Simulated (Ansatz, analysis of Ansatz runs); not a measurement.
# Migration in Li5NbO5 (C2/m): H transfer from O to O, charge +1, part 2 of 2

Wanted: path and barrier of a jump of H in Li5NbO5 (C2/m) at charge +1. The case: H transfer from O to O, in a cell of 132 host atoms with 1 H put in.

Ansatz 0.2.0; plane-wave PAW DFT, PBEsol; nudged elastic band between two relaxed defect structures at fixed charge in a uniform background.

So far: Starting point; Relaxation of the start point, charge +1; Relaxation of the end point, charge +1.

### Step 4. Nudged elastic band, charge +1

3 movable images are laid between the ends on a pair-potential path, which keeps atoms from colliding in the first guess. Each image feels the true force across the path and a spring force along it. The highest image is set to climb to the top of the path.

This step: plane-wave PAW DFT, PBEsol; nudged elastic band between two relaxed defect structures at fixed charge in a uniform background.

File qp1_c132k1s.neb/input.yaml:

```yaml
crystal:
  lattice:
    - [0.0, -12.02387796, 0.0]
    - [-9.64854378, 4.00795932, -0.00669279]
    - [3.7205883, 0.0, -10.93780668]
  atoms:
    - { symbol: Li, position: [0.0936672, 0.28463749, 0.32599644] }
    - { symbol: Li, position: [0.10328474, 0.30977168, 0.06923434] }
    - { symbol: Li, position: [0.00067772, -0.00105902, 0.25020922] }
    - { symbol: Li, position: [0.23201746, 0.19139326, 0.43214136] }
    - { symbol: Li, position: [0.2378537, 0.21136392, 0.17089601] }
    - { symbol: Nb, position: [0.00068261, 5.955e-05, 0.00075929] }
    - { symbol: O, position: [0.0514283, 0.14820685, 0.41429549] }
    - { symbol: O, position: [0.05561711, 0.1580719, 0.16026254] }
    - { symbol: O, position: [0.16478457, -0.00454117, -0.0035521] }
    - { symbol: O, position: [0.29265196, 0.34709905, 0.3441519] }
    - { symbol: O, position: [0.28442932, 0.35300788, 0.08727151] }
    - { symbol: Li, position: [0.09635318, 0.2899151, 0.83019102] }
    - { symbol: Li, position: [0.10107412, 0.30588649, 0.57207925] }
    - { symbol: Li, position: [-0.00028028, 0.00267755, 0.7512259] }
    - { symbol: Li, position: [0.22971794, 0.18944258, 0.93075213] }
    - { symbol: Li, position: [0.23721952, 0.2107329, 0.67309243] }
    - { symbol: Nb, position: [0.00145867, 0.00120995, 0.50062117] }
    - { symbol: O, position: [0.04844261, 0.14654169, 0.91401283] }
    - { symbol: O, position: [0.05294397, 0.15882515, 0.65973861] }
    - { symbol: O, position: [0.16621362, -0.00096303, 0.50154948] }
    - { symbol: O, position: [0.28083795, 0.34206634, 0.84110396] }
    - { symbol: O, position: [0.28745861, 0.35588107, 0.58753401] }
    - { symbol: Li, position: [0.09585952, 0.78838074, 0.32719525] }
    - { symbol: Li, position: [0.10224421, 0.808183, 0.06838451] }
    - { symbol: Li, position: [-0.00053124, 0.49998736, 0.24850831] }
    - { symbol: Li, position: [0.22999153, 0.6940188, 0.42817425] }
    - { symbol: Li, position: [0.23508765, 0.70671432, 0.1694349] }
    - { symbol: Nb, position: [-0.00146962, 0.49926948, 0.00025561] }
    - { symbol: O, position: [0.04712571, 0.64485107, 0.41315082] }
    - { symbol: O, position: [0.0513789, 0.65690658, 0.15946969] }
    - { symbol: O, position: [0.16634535, 0.50013172, 0.00054075] }
    - { symbol: O, position: [0.27935721, 0.84041487, 0.34089521] }
    - { symbol: O, position: [0.28281707, 0.84988525, 0.08509319] }
    - { symbol: Li, position: [0.09541514, 0.78963131, 0.83079746] }
    - { symbol: Li, position: [0.10211609, 0.80986119, 0.56879971] }
    - { symbol: Li, position: [-0.00162205, 0.4987472, 0.75163187] }
    - { symbol: Li, position: [0.22872648, 0.68691027, 0.93060737] }
    - { symbol: Li, position: [0.23521642, 0.71431809, 0.6743047] }
    - { symbol: Nb, position: [-0.00072496, 0.49884406, 0.49969097] }
    - { symbol: O, position: [0.04709744, 0.64526503, 0.91296972] }
    - { symbol: O, position: [0.04961298, 0.65657358, 0.65780751] }
    - { symbol: O, position: [0.16429019, 0.49873837, 0.50046462] }
    - { symbol: O, position: [0.27941053, 0.83825267, 0.83878092] }
    - { symbol: O, position: [0.28295775, 0.85127099, 0.58678003] }
    - { symbol: Li, position: [0.41892604, 0.26057936, 0.31544841] }
    - { symbol: Li, position: [0.43512105, 0.30741491, 0.06821244] }
    - { symbol: Li, position: [0.32845701, -0.01182193, 0.24867399] }
    - { symbol: Li, position: [0.56120462, 0.19166921, 0.43181759] }
    - { symbol: Li, position: [0.56867097, 0.21163092, 0.17114871] }
    - { symbol: Nb, position: [0.33241048, -0.00427789, -0.00262161] }
    - { symbol: O, position: [0.3801078, 0.14239426, 0.41257053] }
    - { symbol: O, position: [0.38265292, 0.15163289, 0.15575352] }
    - { symbol: O, position: [0.49858274, -0.00324835, -0.00219924] }
    - { symbol: O, position: [0.60234457, 0.34779586, 0.34400387] }
    - { symbol: O, position: [0.61641199, 0.35328718, 0.08756053] }
    - { symbol: Li, position: [0.42900388, 0.28829077, 0.82959092] }
    - { symbol: Li, position: [0.43421758, 0.30433097, 0.57017429] }
    - { symbol: Li, position: [0.33264337, 3.999e-05, 0.74990565] }
    - { symbol: Li, position: [0.56274241, 0.18984305, 0.93106042] }
    - { symbol: Li, position: [0.56942796, 0.21128899, 0.67308388] }
    - { symbol: Nb, position: [0.33323869, -0.00188746, 0.50102207] }
    - { symbol: O, position: [0.38087789, 0.14392346, 0.91215948] }
    - { symbol: O, position: [0.38498326, 0.15664061, 0.65912107] }
    - { symbol: O, position: [0.49924594, -0.00079291, 0.50150166] }
    - { symbol: O, position: [0.61312572, 0.342595, 0.84124112] }
    - { symbol: O, position: [0.61537074, 0.35596722, 0.5874972] }
    - { symbol: Li, position: [0.4291249, 0.7885555, 0.32798703] }
    - { symbol: Li, position: [0.43601496, 0.80865076, 0.06896208] }
    - { symbol: Li, position: [0.33528268, 0.5011917, 0.24950016] }
    - { symbol: Li, position: [0.56697714, 0.70093467, 0.43383416] }
    - { symbol: Li, position: [0.56996561, 0.71147534, 0.1720936] }
    - { symbol: Nb, position: [0.33265314, 0.49957432, 0.00068278] }
    - { symbol: O, position: [0.38031587, 0.64689883, 0.41455135] }
    - { symbol: O, position: [0.38578825, 0.65705844, 0.15994679] }
    - { symbol: O, position: [0.49939976, 0.49965253, 0.00071275] }
    - { symbol: O, position: [0.61421003, 0.84362704, 0.34250585] }
    - { symbol: O, position: [0.61761412, 0.8544843, 0.08817142] }
    - { symbol: Li, position: [0.43117433, 0.79009311, 0.83123402] }
    - { symbol: Li, position: [0.43782384, 0.81238961, 0.5693256] }
    - { symbol: Li, position: [0.33538552, 0.49772274, 0.75319038] }
    - { symbol: Li, position: [0.56358423, 0.69082018, 0.93268894] }
    - { symbol: Li, position: [0.57353025, 0.7196725, 0.67593249] }
    - { symbol: Nb, position: [0.32357249, 0.50333305, 0.50346767] }
    - { symbol: O, position: [0.38261433, 0.64560187, 0.91333314] }
    - { symbol: O, position: [0.38967013, 0.65752275, 0.65896534] }
    - { symbol: O, position: [0.50372275, 0.51200139, 0.49754437] }
    - { symbol: O, position: [0.61603234, 0.84379963, 0.84238982] }
    - { symbol: O, position: [0.61956091, 0.85695429, 0.58866162] }
    - { symbol: Li, position: [0.76364897, 0.28618101, 0.32682395] }
    - { symbol: Li, position: [0.76885841, 0.31031231, 0.06954711] }
    - { symbol: Li, position: [0.66452544, -6.237e-05, 0.25051241] }
    - { symbol: Li, position: [0.89676606, 0.18902079, 0.43175549] }
    - { symbol: Li, position: [0.90284403, 0.20861107, 0.16955177] }
    - { symbol: Nb, position: [0.66722298, 0.00088266, 0.00136851] }
    - { symbol: O, position: [0.71351061, 0.14872771, 0.41408939] }
    - { symbol: O, position: [0.71612365, 0.15925966, 0.16088475] }
    - { symbol: O, position: [0.83429999, 0.00391683, 0.0046539] }
    - { symbol: O, position: [0.94787624, 0.34103496, 0.34151597] }
    - { symbol: O, position: [0.95083172, 0.35320291, 0.08746914] }
    - { symbol: Li, position: [0.76268177, 0.29070848, 0.8305732] }
    - { symbol: Li, position: [0.76902698, 0.30670681, 0.57150881] }
    - { symbol: Li, position: [0.66780787, 0.00382334, 0.75179951] }
    - { symbol: Li, position: [0.89653861, 0.19045789, 0.93205184] }
    - { symbol: Li, position: [0.90345612, 0.2111243, 0.67308594] }
    - { symbol: Nb, position: [0.66790209, 0.00260881, 0.50090244] }
    - { symbol: O, position: [0.71509429, 0.14720994, 0.91442698] }
    - { symbol: O, position: [0.71905843, 0.16037059, 0.65975316] }
    - { symbol: O, position: [0.83431197, 0.00341529, 0.50002808] }
    - { symbol: O, position: [0.94700133, 0.34188338, 0.84120597] }
    - { symbol: O, position: [0.95127968, 0.35391145, 0.58720602] }
    - { symbol: Li, position: [0.76310088, 0.7899841, 0.3280771] }
    - { symbol: Li, position: [0.76957696, 0.8100673, 0.07050544] }
    - { symbol: Li, position: [0.66490114, 0.50185484, 0.24975701] }
    - { symbol: Li, position: [0.89907555, 0.69652227, 0.42822325] }
    - { symbol: Li, position: [0.90294627, 0.71064983, 0.17129537] }
    - { symbol: Nb, position: [0.6653751, 0.49985541, 0.00107022] }
    - { symbol: O, position: [0.71790744, 0.64751035, 0.41490185] }
    - { symbol: O, position: [0.71841391, 0.65755221, 0.16028275] }
    - { symbol: O, position: [0.83209181, 0.49884361, 0.00058149] }
    - { symbol: O, position: [0.9477858, 0.84374101, 0.3413682] }
    - { symbol: O, position: [0.95056982, 0.85358932, 0.0873361] }
    - { symbol: Li, position: [0.76212518, 0.78952467, 0.83089106] }
    - { symbol: Li, position: [0.77086334, 0.81285111, 0.56938558] }
    - { symbol: Li, position: [0.66309468, 0.49779349, 0.75344542] }
    - { symbol: Li, position: [0.89531238, 0.68996743, 0.93177558] }
    - { symbol: Li, position: [0.90726874, 0.71869404, 0.67656501] }
    - { symbol: Nb, position: [0.67843359, 0.50308885, 0.50336941] }
    - { symbol: O, position: [0.71471761, 0.64635876, 0.91406186] }
    - { symbol: O, position: [0.71654142, 0.65721845, 0.65896002] }
    - { symbol: O, position: [0.832072, 0.49273604, 0.49639188] }
    - { symbol: O, position: [0.94474909, 0.84271586, 0.84144361] }
    - { symbol: O, position: [0.95025191, 0.85426083, 0.58714991] }
    - { symbol: H, position: [0.48949988, 0.46312259, 0.40880925] }
total_charge: 1
basis:
  ecutwfc: 420
  xc_grid: 2
hamiltonian:
  xc: pbesol
kpoints:
  mp_grid: { grid: [1, 1, 1], shift: [0.25, 0.25, 0.25] }
scf:
  occupations: { method: fixed }
  max_iter: 100
output:
  forces: true
neb:
  images: 3
  f_tol: 0.04
  climbing: true
  initial_path: idpp
  max_iterations: 45
  order_check: false
  final_atoms:
    - { symbol: Li, position: [0.0908127, 0.2841581, 0.32774804] }
    - { symbol: Li, position: [0.10290282, 0.31022831, 0.07278003] }
[... 1 atom line left out ...]
    - { symbol: Li, position: [0.22702588, 0.18404602, 0.43049512] }
[... 5 atom lines left out ...]
    - { symbol: O, position: [0.27619902, 0.3301459, 0.33627052] }
[... 11 atom lines left out ...]
    - { symbol: O, position: [0.28417518, 0.35445221, 0.58476101] }
[... 22 atom lines left out ...]
    - { symbol: Li, position: [0.43075108, 0.28490563, 0.32783139] }
[... 5 atom lines left out ...]
    - { symbol: O, position: [0.38172256, 0.14618605, 0.41343891] }
[... 5 atom lines left out ...]
    - { symbol: Li, position: [0.43615754, 0.30938175, 0.56840501] }
[... 11 atom lines left out ...]
    - { symbol: Li, position: [0.34651342, 0.54160426, 0.24549457] }
    - { symbol: Li, position: [0.56444269, 0.69169441, 0.43134666] }
[... 2 atom lines left out ...]
    - { symbol: O, position: [0.38072402, 0.64401643, 0.41212141] }
[... 9 atom lines left out ...]
    - { symbol: Nb, position: [0.33648448, 0.51229911, 0.51211714] }
[... 2 atom lines left out ...]
    - { symbol: O, position: [0.49711595, 0.50034359, 0.50012063] }
[... 46 atom lines left out ...]
    - { symbol: H, position: [0.28378119, 0.35414418, 0.25899566] }
```

Launch:

```bash
$ ansatz run input.yaml --threads 32 --pin off --max-ram 84787MiB --backend cuda --events-out ev --progress --plain --runs-dir out --max-vram 78GiB
```

Numbers of over 12 decimals in the logs are rounded to 6 here.

Log:

```text
Warning: neb: disabling space-group detection — the band's intermediate images generally break the endpoint symmetry, so the full k-mesh is solved, and no spatial operation symmetrises the density, ex [...]
[...]
Crystal: 133 atoms, lattice volume = 1269.226 Å³
Basis set: ecut = 420 eV, 24811 PW (Γ), exchange–correlation on 162×144×160 points (8 copies of the dense FFT grid, shifted against one another)
[...]
k-points: 1
[...]
SCF iter   1: F=—  HF=-99950.976655 eV  |F-HF|=—  |Δ(HF+E_count)|=         —  Δρ=1.27e-2  dr2=2.11e0  ethr=1.77e-3  ⟨swp⟩=5.0  Hψ=1387  notcnv=0  defer=128
[...]
SCF iter   2: F=—  HF=-99950.557072 eV  |F-HF|=—  |Δ(HF+E_count)|=   4.20e-1  Δρ=4.51e-3  dr2=2.26e-1  ethr=3.03e-4  ⟨swp⟩=2.0  Hψ=657  notcnv=0  defer=127
[...]
SCF iter  11: F=-99950.520311 eV  HF=-99950.520311 eV  |F-HF|=5.59e-9  |Δ(HF+E_count)|=   9.76e-8  Δρ=1.70e-6  dr2=4.85e-8  ethr=1.44e-11  ⟨swp⟩=4.0  Hψ=1089  notcnv=0
SCF 1 converged in 11 iterations: F = -99950.520311 eV  dr2 = 4.85e-8
[...]
SCF 6 converged in 9 iterations: F = -99949.801697 eV  dr2 = 7.83e-8
[...]
SCF 51 converged in 5 iterations: F = -99950.418224 eV  dr2 = 4.85e-8
[...]
SCF converged after 5 iterations
[...]
```

The job ended after 27 s (1 × NVIDIA GB200 with 32 threads of Arm Neoverse V2, shared host; peak memory 2.4 GiB; 2 min of CPU time).

Images along the path:

| image | path (Å) | energy (eV) | H133: x, y, z (Å) |
| --- | --- | --- | --- |
| 0 | 0.000 | 0.0000 | -2.947, -4.030, -4.475 |
| 1 | 0.891 | 0.1020 | -2.616, -3.423, -4.444 |
| 2 | 1.771 | -0.3340 | -2.501, -2.970, -3.859 |
| 3 | 2.650 | -0.5250 | -2.380, -2.649, -3.178 |
| 4 | 3.529 | -0.6540 | -2.453, -1.993, -2.835 |

This step gave:

| Item | Value |
| --- | --- |
| free energy | -99950.4182 eV |
| barrier forward | 0.1021 eV |
| barrier backward | 0.7562 eV |
| end less start | -0.6542 eV |
| hop length | 2.661 Å |

Track of the atom that was set to move:

| image | x (Å) | y (Å) | z (Å) | nearest neighbour | distance (Å) |
| --- | --- | --- | --- | --- | --- |
| 0 | -2.947 | -4.03 | -4.475 | O | 0.981 |
| 1 | -2.616 | -3.423 | -4.444 | O | 1.144 |
| 2 | -2.501 | -2.97 | -3.859 | O | 0.987 |
| 3 | -2.38 | -2.649 | -3.178 | O | 0.973 |
| 4 | -2.453 | -1.993 | -2.835 | O | 0.992 |

The band met its tolerance of 0.04 eV/Å after 17 iterations, with image 1 on top (the start counts as 0). H133, which moves farthest between the ends, has 1 O at 0.98 Å nearest at the start and 1 O at 1.14 Å at the top.

### Step 5. Summary of results

* barrier forward: 0.10 eV
* barrier backward: 0.76 eV
* end less start: -0.65 eV
* hop length: 2.66 Å
* band iterations, as the log counts them: 17

In words: The top of the band lies 0.10 eV above the start and 0.76 eV above the end. The ends differ by 0.65 eV, so they aren't like places or like states; the smaller barrier is only the way out of the higher one. For hydrogen, zero-point energy and tunnelling change the rate much, so no rate follows from this barrier alone. The order of the top as a saddle was not checked for all atoms, so a bent path could be lower. No image-charge correction is applied; it largely cancels along a path if the charge stays localised alike. Limits: one k-point off the zone centre stands for the whole zone.

[Logs are printed without paths, hosts, clocks, repeated set-up lines and the standing remarks that a program may print on its own settings, such as how far it seeks lower states.]

[Hosts, paths, dates, database ids (printed as entryN), source tags and the programs' standing remarks are cut or masked in the printed files.]
